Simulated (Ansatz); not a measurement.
# Meshes and cutoff for the phonons of KI (Fm-3m)

How do the frequencies of KI (Fm-3m) move with q mesh, k mesh and cutoff?

Program: Ansatz 0.2.0. Level of theory: DFT LDA, scalar-relativistic, plane waves, PAW. Results are calculated unless marked as measured.

Most raw output is cut from this account.

## 1. The structure

Symmetry: Fm-3m, No. 225, cubic system. Conventional cell: a = 6.823 Å, b = 6.823 Å, c = 6.823 Å, α = 90.00°, β = 90.00°, γ = 90.00°. Nearest to K lie 6 I at 3.41 Å. I has 6 K at 3.41 Å nearest. Farther neighbours and most contacts between anions are not listed.

## 2. Tight relaxation

Phonons need a cell at rest on their own settings, so the relaxation is repeated with tight tolerances on forces and stress, using the mesh and the filling of the phonon run that follows.

input.yaml reads:

```yaml
crystal:
  lattice:
    - [0.0, 3.4114960207, 3.4114960207]
    - [3.4114960207, 0.0, 3.4114960207]
    - [3.4114960207, 3.4114960207, 0.0]
  atoms:
    - { symbol: K, position: [0.0, 0.0, 0.0] }
    - { symbol: I, position: [0.5, 0.5, 0.5] }
kpoints:
  mp_grid: { grid: [8, 8, 8] }
hamiltonian:
  xc: lda
scf:
  occupations: { method: fixed }
output:
  forces: true
  stress: true
  eigenvalues: true
relax:
  adjacent_minimum: "off"
  f_tol: 0.001
  max_steps: 60
  cell: { stress_tol: 0.01 }
```

On the command line:

```console
ansatz run input.yaml --threads 4 --pin off --max-ram 7168MiB --backend cpu --events-out ev --progress --plain --runs-dir out
```

Run time: 2.7 s. Hardware: 4 threads of Arm Neoverse V2, shared host; peak memory 0.36 GiB.

Little changed from the start: no atom moved by 0.005 Å and no cell edge by 0.1 %.

Numbers from this step:

```yaml
pressure: 2.00e-4 GPa
gap_on_the_k_mesh: 3.869 eV
volume_per_atom: 39.61 Å³
direct_gap_on_mesh: 3.869 eV
```

The forces vanish by symmetry and the pressure is 0.000 GPa, within the tolerances set. The cell now holds 39.61 Å³/atom.

## 3. The dispersion

Stability and thermal properties need the whole zone. Linear response on a 4×4×4 q mesh gives force constants as far as a supercell of that size would, and the tensors from the zone-centre run are typed in so that the long-range dipole term is interpolated apart.

input.yaml reads:

```yaml
crystal:
  lattice:
    - [0.0, 3.4087163076, 3.4087163076]
    - [3.4087163076, 0.0, 3.4087163076]
    - [3.4087163076, 3.4087163076, 0.0]
  atoms:
    - { symbol: K, position: [0.0, 0.0, 0.0] }
    - { symbol: I, position: [0.5, 0.5, 0.5] }
kpoints:
  mp_grid: { grid: [8, 8, 8] }
hamiltonian:
  xc: lda
scf:
  occupations: { method: fixed }
output:
  eigenvalues: true
phonons:
  method: dfpt
  qmesh: [4, 4, 4]
  temperatures: { t_max: 1000, t_step: 50 }
  qpath:
    path:
      - [[0.0, 0.0, 0.0], [0.5, 0.0, 0.5], [0.625, 0.25, 0.625]]
      - [[0.375, 0.375, 0.75], [0.0, 0.0, 0.0], [0.5, 0.5, 0.5], [0.5, 0.25, 0.75], [0.5, 0.0, 0.5]]
    npoints: 10
  non_analytic_term:
    high_frequency_dielectric_tensor: [[3.1214, 0.0, 0.0], [0.0, 3.1214, 0.0], [0.0, 0.0, 3.1214]]
    born_effective_charges:
      - { species: K, tensor: [[1.1053, 0.0, 0.0], [0.0, 1.1053, 0.0], [0.0, 0.0, 1.1053]] }
      - { species: I, tensor: [[-1.1053, 0.0, 0.0], [0.0, -1.1053, 0.0], [0.0, 0.0, -1.1053]] }
    source: "zone-centre run at this cell"
```

The job ended after 2.3 min (4 threads; peak memory 1.7 GiB; 9 min of CPU time).

This step gave:

```yaml
sum_rule_residual_before_enforcement: 2.11e-5 eV/Å²
lowest_frequency_on_the_path: 0 cm⁻¹
point_group: m-3m
highest_frequency_on_the_path_or_at_a_solved_wavevector: 146 cm⁻¹
mean_frequency: 83 cm⁻¹
debye_temperature_second_moment: 169 K
logarithmic_mean_frequency: 73.2 cm⁻¹
highest_optical_mode_at_the_zone_centre_no_lo_to_term: 114.9 cm⁻¹
lowest_optical_zone_centre_mode: 114.9 cm⁻¹
lowest_mode_on_the_q_mesh_acoustic_modes_at_gamma_apart: 20.88 cm⁻¹
zero_point_energy_per_atom: 15.43 meV
heat_capacity_at_300_k: 24.55 J/(mol atoms K)
vibrational_entropy_at_300_k: 51.23 J/(mol atoms K)
edges_of_the_widest_gap_between_branches_on_path_and_mesh: 70.2, 102.5 cm⁻¹
```

Frequencies (cm⁻¹) solved at each irreducible wavevector; negative means imaginary. Frequencies by wavevector, by row:

```
q in reciprocal lattice units  star  mode 1  mode 2  mode 3  mode 4  mode 5  mode 6
                        0 0 0     1       0       0       0   114.9   114.9   114.9
                     0 0 0.25     8    38.9    38.9    47.9     110     110     143
                     0 0 -0.5     4    58.8    58.8    70.2   102.8   102.8   138.9
                  0 0.25 0.25     6    20.9    20.9    66.3   116.9   116.9   123.8
                  0 0.25 -0.5    24    43.6    51.7    56.3     112   114.2   127.4
                 0 0.25 -0.25    12    33.1    58.8    67.5   102.6   119.4   128.1
                  0 -0.5 -0.5     3    27.8    27.8    47.2   118.7   118.7   124.2
              0.25 -0.5 -0.25     6      40      40    62.5   111.5   121.6   121.6
```

Interpolated from a 4×4×4 q mesh, with the LO-TO term (at Γ the limit along the path; where Γ stands inside the path, tables give the limit on arrival). Phonon branches along the path, in cm⁻¹:

```
    point  branch 1  branch 2  branch 3  branch 4  branch 5  branch 6
        Γ         0         0         0       115       115       146
  halfway        21        21        66       117       117       124
        X        28        28        47       119       119       124
  halfway        33        37        46       117       119       124
        U        44        44        53       113       121       123
jump to K        44        44        53       113       121       123
  halfway        26        52        59       104       118       135
        Γ         0         0         0       115       115       146
  halfway        39        39        48       110       110       143
        L        59        59        70       103       103       139
  halfway        51        52        64       107       114       129
        W        40        40        62       112       122       122
  halfway        32        46        47       116       120       123
        X        28        28        47       119       119       124
```

Symmetry leaves 8 wavevectors to solve. The lowest mode among them, the acoustic zeros apart, lies at q = (0, 0.25, 0.25) and is real, 20.9 cm⁻¹.

## 4. Another q mesh, q mesh 2×2×2

The q mesh is changed to 2×2×2, to see how far the force constants must reach.

input.yaml, as its differences from that of step 3:

```diff
@@ -18,3 +18,3 @@
   method: dfpt
-  qmesh: [4, 4, 4]
+  qmesh: [2, 2, 2]
   temperatures: { t_max: 1000, t_step: 50 }
```

Wall time 24 s (4 threads); peak memory 0.76 GiB; 90 s of CPU time.

Numbers from this step:

```yaml
mean_frequency: 83.1 cm⁻¹
logarithmic_mean_frequency: 73.3 cm⁻¹
lowest_mode_on_the_q_mesh_acoustic_modes_at_gamma_apart: 27.75 cm⁻¹
zero_point_energy_per_atom: 15.45 meV
vibrational_entropy_at_300_k: 51.22 J/(mol atoms K)
edges_of_the_widest_gap_between_branches_on_path_and_mesh: 70.2, 100.4 cm⁻¹
```

Frequencies (cm⁻¹) solved at each irreducible wavevector; negative means imaginary. Frequencies by wavevector, by row:

```
q in reciprocal lattice units  star  mode 1  mode 2  mode 3  mode 4  mode 5  mode 6
                        0 0 0     1       0       0       0   114.9   114.9   114.9
                     0 0 -0.5     4    58.8    58.8    70.2   102.8   102.8   138.9
                  0 -0.5 -0.5     3    27.8    27.8    47.2   118.7   118.7   124.2
```

Interpolated from a 2×2×2 q mesh, with the LO-TO term (at Γ the limit along the path; where Γ stands inside the path, tables give the limit on arrival). Phonon branches along the path, in cm⁻¹:

```
    point  branch 1  branch 2  branch 3  branch 4  branch 5  branch 6
        Γ         0         0         0       115       115       146
  halfway        23        23        66       118       118       125
        X        28        28        47       119       119       124
  halfway        32        37        46       117       119       124
        U        43        43        52       112       121       124
jump to K        43        43        52       112       121       124
  halfway        27        53        59       102       120       136
        Γ         0         0         0       115       115       146
  halfway        40        40        49       110       110       143
        L        59        59        70       103       103       139
  halfway        50        50        64       106       114       131
        W        39        39        61       110       123       123
  halfway        32        45        46       115       120       124
        X        28        28        47       119       119       124
```

The mean frequency is 83.1 cm⁻¹, +0.1 cm⁻¹ against the base run.

The highest branch reaches 146 cm⁻¹ on this path, at Γ. No branch goes imaginary on this path.

## 5. Another q mesh, k-mesh 9×9×9, q mesh 3×3×3

The q mesh is changed to 3×3×3, to see how far the force constants must reach; the k mesh is 9×9×9, against 8×8×8 in the base run, so that the q mesh divides it.

input.yaml, as its differences from that of step 4:

```diff
@@ -9,3 +9,3 @@
 kpoints:
-  mp_grid: { grid: [8, 8, 8] }
+  mp_grid: { grid: [9, 9, 9] }
 hamiltonian:
@@ -18,3 +18,3 @@
   method: dfpt
-  qmesh: [2, 2, 2]
+  qmesh: [3, 3, 3]
   temperatures: { t_max: 1000, t_step: 50 }
```

The job ended after 84 s (4 threads; peak memory 1.4 GiB; 5.5 min of CPU time).

Frequencies (cm⁻¹) solved at each irreducible wavevector; negative means imaginary. Frequencies by wavevector, by row:

```
q in reciprocal lattice units  star  mode 1  mode 2  mode 3  mode 4  mode 5  mode 6
                        0 0 0     1       0       0       0   114.9   114.9   114.9
                   0 0 0.3333     8      49      49    59.7   106.9   106.9   141.1
              0 0.3333 0.3333     6    24.8    24.8    66.1   117.8   117.8   119.8
             0 0.3333 -0.3333    12    40.9    51.8    62.2   108.3   121.8   122.4
```

The mean frequency is 83.0 cm⁻¹, +0.0 cm⁻¹ against the base run, whose k mesh differs too.

## 6. Another q mesh, k-mesh 12×12×12, q mesh 6×6×6

The q mesh is changed to 6×6×6, to see how far the force constants must reach; the k mesh is 12×12×12, against 8×8×8 in the base run, so that the q mesh divides it.

input.yaml, as its differences from that of step 5:

```diff
@@ -9,3 +9,3 @@
 kpoints:
-  mp_grid: { grid: [9, 9, 9] }
+  mp_grid: { grid: [12, 12, 12] }
 hamiltonian:
@@ -18,3 +18,3 @@
   method: dfpt
-  qmesh: [3, 3, 3]
+  qmesh: [6, 6, 6]
   temperatures: { t_max: 1000, t_step: 50 }
```

Wall time 20 min (4 threads); peak memory 3.9 GiB.

The run was cut off at the time limit after its SCF cycle had converged; no result of it is taken.

The program's message: “Warning: RAYON_”

## 7. Another k mesh, k-mesh 2×2×2, q mesh 2×2×2

The k mesh is changed to 2×2×2 on a small fixed q mesh, to find the coarsest that serves.

input.yaml, the sections that differ from step 6:

```yaml
kpoints:
  mp_grid: { grid: [2, 2, 2] }
phonons:
  method: dfpt
  dielectric: true
  rigid_motions: translations
  qmesh: [2, 2, 2]
  temperatures: { t_max: 1000, t_step: 50 }
  qpath:
    path:
      - [[0.0, 0.0, 0.0], [0.5, 0.0, 0.5], [0.625, 0.25, 0.625]]
      - [[0.375, 0.375, 0.75], [0.0, 0.0, 0.0], [0.5, 0.5, 0.5], [0.5, 0.25, 0.75], [0.5, 0.0, 0.5]]
    npoints: 10
# crystal, hamiltonian, scf, output: as in step 6
```

Elapsed: 7.1 s, on 4 threads; peak memory 0.55 GiB; 22 s of CPU time.

The run finished; it serves as a test, and its numbers are not taken as the result.

## 8. Another k mesh, k-mesh 4×4×4, q mesh 2×2×2

The k mesh is changed to 4×4×4 on a small fixed q mesh, to find the coarsest that serves.

input.yaml, as its differences from that of step 7:

```diff
@@ -9,3 +9,3 @@
 kpoints:
-  mp_grid: { grid: [2, 2, 2] }
+  mp_grid: { grid: [4, 4, 4] }
 hamiltonian:
```

The job ended after 13 s (4 threads; peak memory 0.49 GiB; 45 s of CPU time).

The run finished; it serves as a test, and its numbers are not taken as the result.

## 9. Another k mesh, k-mesh 6×6×6, q mesh 2×2×2

The k mesh is changed to 6×6×6 on a small fixed q mesh, to find the coarsest that serves.

input.yaml, as its differences from that of step 8:

```diff
@@ -9,3 +9,3 @@
 kpoints:
-  mp_grid: { grid: [4, 4, 4] }
+  mp_grid: { grid: [6, 6, 6] }
 hamiltonian:
```

Wall time 24 s (4 threads); peak memory 0.54 GiB; 87 s of CPU time.

Frequencies (cm⁻¹) solved at each irreducible wavevector; negative means imaginary. Frequencies by wavevector, by row:

```
q in reciprocal lattice units  star  mode 1  mode 2  mode 3  mode 4  mode 5  mode 6
                        0 0 0     1       0       0       0   114.9   114.9   114.9
                     0 0 -0.5     4    58.8    58.8    70.2   102.8   102.8   138.9
                  0 -0.5 -0.5     3    27.8    27.8    47.2   118.7   118.7   124.2
```

The highest optical mode at the zone centre (no LO-TO term) is 114.9 cm⁻¹, -0.0 cm⁻¹ against the base run.

## 10. Another k mesh, q mesh 2×2×2

The k mesh is changed to 8×8×8 on a small fixed q mesh, to find the coarsest that serves.

input.yaml, as its differences from that of step 9:

```diff
@@ -9,3 +9,3 @@
 kpoints:
-  mp_grid: { grid: [6, 6, 6] }
+  mp_grid: { grid: [8, 8, 8] }
 hamiltonian:
```

Wall time 35 s (4 threads); peak memory 0.76 GiB.

Frequencies (cm⁻¹) solved at each irreducible wavevector; negative means imaginary. Frequencies by wavevector, by row:

```
q in reciprocal lattice units  star  mode 1  mode 2  mode 3  mode 4  mode 5  mode 6
                        0 0 0     1       0       0       0   114.9   114.9   114.9
                     0 0 -0.5     4    58.8    58.8    70.2   102.8   102.8   138.9
                  0 -0.5 -0.5     3    27.8    27.8    47.2   118.7   118.7   124.2
```

The highest optical mode at the zone centre (no LO-TO term) is 114.9 cm⁻¹, +0.0 cm⁻¹ against the base run.

## 11. Another k mesh, k-mesh 12×12×12, q mesh 2×2×2

The k mesh is changed to 12×12×12 on a small fixed q mesh, to find the coarsest that serves.

input.yaml, as its differences from that of step 10:

```diff
@@ -9,3 +9,3 @@
 kpoints:
-  mp_grid: { grid: [8, 8, 8] }
+  mp_grid: { grid: [12, 12, 12] }
 hamiltonian:
```

It took 96 s on 4 threads; peak memory 1.6 GiB; 6.2 min of CPU time.

Frequencies (cm⁻¹) solved at each irreducible wavevector; negative means imaginary. Frequencies by wavevector, by row:

```
q in reciprocal lattice units  star  mode 1  mode 2  mode 3  mode 4  mode 5  mode 6
                        0 0 0     1       0       0       0   114.9   114.9   114.9
                     0 0 -0.5     4    58.8    58.8    70.2   102.8   102.8   138.9
                  0 -0.5 -0.5     3    27.8    27.8    47.2   118.7   118.7   124.2
```

The highest optical mode at the zone centre (no LO-TO term) is 114.9 cm⁻¹, +0.0 cm⁻¹ against the base run.

## 12. Comparing the runs

Times are for 4 threads of Arm Neoverse V2, shared host. Results by setting:

```
no.    k-mesh  lowest mode on the q mesh (acoustic modes at Γ apart) (cm⁻¹)  highest frequency on the path or at a solved wavevector (cm⁻¹)  time  memory (GiB)
  1     6×6×6                                                         27.75                                                           146.1  24 s          0.54
  2     8×8×8                                                         27.75                                                           146.1  35 s          0.76
  3  12×12×12                                                         27.75                                                           146.1  96 s           1.6
```

The runs together. The phonon density of states by wavenumber; read off at these points; values in 1/cm⁻¹/cell:

```
wavenumber (cm⁻¹)    6×6×6  8×8×8 = 12×12×12
              1.0   1.0e-5            1.0e-5
              7.0   4.3e-4            4.3e-4
             11.0  0.00205           0.00205
             17.0  0.00607           0.00607
             21.0   0.0110            0.0110
             27.0   0.0297            0.0297
             31.0   0.0531            0.0531
             37.0   0.0626            0.0626
             41.0   0.0685            0.0685
             47.0   0.0763            0.0762
             51.0   0.0734            0.0734
             57.0    0.100             0.100
             61.0   0.0676            0.0676
             65.0    0.106             0.106
             67.0   0.0465            0.0465
             71.0   2.0e-5            2.0e-5
             77.0        0                 0
             81.0        0                 0
             87.0        0                 0
             91.0        0                 0
             97.0        0                 0
            101.0   0.0162            0.0162
            107.0   0.0892            0.0892
            111.0   0.0890            0.0890
            117.0    0.115             0.115
            119.0    0.143             0.143
            121.0   0.0903            0.0903
            125.0    0.101             0.101
            127.0   0.0613            0.0613
            131.0   0.0484            0.0484
            137.0   0.0416            0.0416
            141.0   0.0189            0.0189
            147.0        0                 0
```

(Continued in part 2 of 2.)

[Logs are printed without paths, hosts, clocks, repeated set-up lines and the standing remarks that a program may print on its own settings, such as how far it seeks lower states.]

[Hosts, paths, dates, database ids (printed as entryN), source tags and the programs' standing remarks are cut or masked in the printed files.]
